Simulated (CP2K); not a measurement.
Two runs for the C K edge of 3-trifluoromethylpyridine. Run A: CP2K XAS_TDP, all-electron GAPW, PBEh(45%), aug-cc-pVDZ, TDA, no relativity. Run B differs in one setting.

First lines with a strength over 0.0015. A:

```csv
atom,energy (eV),states,"strength, one atom"
C2 (bonded to C and 3 F),289.04,1,0.0443
,289.94,1,0.0839
,290.64,1,0.0058
,291.77,1,0.0260
,291.92,1,0.0474
C5 (bonded to 3 C),281.68,1,0.0458
,286.65,1,0.0027
,286.71,1,0.0087
,286.93,1,0.0032
,287.05,1,0.0029
C6 (bonded to 2 C and H),281.14,1,0.0562
,285.25,1,0.0116
,286.38,1,0.0046
,286.82,1,0.0029
,287.01,1,0.0017
C7 (bonded to 2 C and H),281.41,1,0.0506
,284.62,1,0.0127
,286.00,1,0.0030
,286.25,1,0.0058
,287.25,1,0.0037
"C8 (bonded to C, N and H)",281.54,1,0.0567
,285.55,1,0.0122
,286.62,1,0.0035
,287.16,1,0.0026
,287.38,1,0.0021
"C10 (bonded to C, N and H)",281.64,1,0.0583
,286.02,1,0.0118
,286.69,1,0.0049
,287.37,1,0.0021
,288.25,1,0.0049
```

B:

| atom | energy (eV) | states | strength, one atom |
| --- | --- | --- | --- |
| C2 (bonded to C and 3 F) | 295.82 | 1 | 0.0432 |
|  | 296.71 | 1 | 0.0820 |
|  | 297.42 | 1 | 0.0057 |
|  | 298.55 | 1 | 0.0254 |
|  | 298.70 | 1 | 0.0463 |
| C5 (bonded to 3 C) | 287.22 | 1 | 0.0450 |
|  | 292.18 | 1 | 0.0027 |
|  | 292.24 | 1 | 0.0086 |
|  | 292.46 | 1 | 0.0032 |
|  | 292.58 | 1 | 0.0028 |
| C6 (bonded to 2 C and H) | 287.04 | 1 | 0.0550 |
|  | 291.15 | 1 | 0.0114 |
|  | 292.28 | 1 | 0.0045 |
|  | 292.72 | 1 | 0.0029 |
|  | 292.91 | 1 | 0.0016 |
| C7 (bonded to 2 C and H) | 287.25 | 1 | 0.0496 |
|  | 290.46 | 1 | 0.0124 |
|  | 291.84 | 1 | 0.0029 |
|  | 292.09 | 1 | 0.0057 |
|  | 293.09 | 1 | 0.0036 |
| C8 (bonded to C, N and H) | 287.36 | 1 | 0.0556 |
|  | 291.37 | 1 | 0.0120 |
|  | 292.44 | 1 | 0.0035 |
|  | 292.98 | 1 | 0.0025 |
|  | 293.20 | 1 | 0.0020 |
| C10 (bonded to C, N and H) | 287.47 | 1 | 0.0571 |
|  | 291.84 | 1 | 0.0116 |
|  | 292.51 | 1 | 0.0048 |
|  | 293.19 | 1 | 0.0020 |
|  | 294.08 | 1 | 0.0048 |

Q: Which was it: the functional, scalar relativity switched on, the basis, GW2X switched on?

GW2X switched on. GW2X shifts an atom's lines together and keeps their spacings. Against PBEh(45%) in aug-cc-pVDZ, the leading lines move by +6.78 eV (C2, to 295.82), +5.54 eV (C5, to 287.22), +5.90 eV (C6, to 287.04), +5.84 eV (C7, to 287.25), +5.82 eV (C8, to 287.36) and +5.83 eV (C10, to 287.47).

[Banner, clock and machine lines of the logs are left out without a mark of their own.]

[Logs are printed without paths, hosts, clocks, repeated set-up lines and the standing remarks that a program may print on its own settings, such as how far it seeks lower states.]

[Hosts, paths, dates, database ids (printed as entryN), source tags and the programs' standing remarks are cut or masked in the printed files.]
